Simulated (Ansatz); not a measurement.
# From spin parameters to the magnetic ion

A crystal has the composition Rb2MF6, where M is a 4d element. A calculation (PBE+U, spin-orbit coupling in second variation, Ansatz) gives:

| Quantity | Value |
| --- | --- |
| S | 1/2 |
| g | ⊥ 1.7020, ∥ 1.8916 |
| moment in its sphere | 0.43 μB |

Q: Name the magnetic ion and its oxidation state.

The crystal is Rb2NbF6, space group P-3m1. The spin sits on Nb, with 6 F at 1.91 Å round it. With the usual charges of the other elements M must be +4. Ions of this row are low-spin as a rule, so S = 1/2 at that charge points to d1: Nb⁴⁺ d¹, or to a low-spin ion further along, which the sign of the g shift speaks against. The shift is negative: in a shell less than half full the orbital moment opposes the spin. This ion's orbital ground state is degenerate or nearly so in a regular site, where one determinant with spin-orbit coupling in second variation is unsure and g hangs on the level.

[Hosts, paths, dates, database ids (printed as entryN), source tags and the programs' standing remarks are cut or masked in the printed files.]
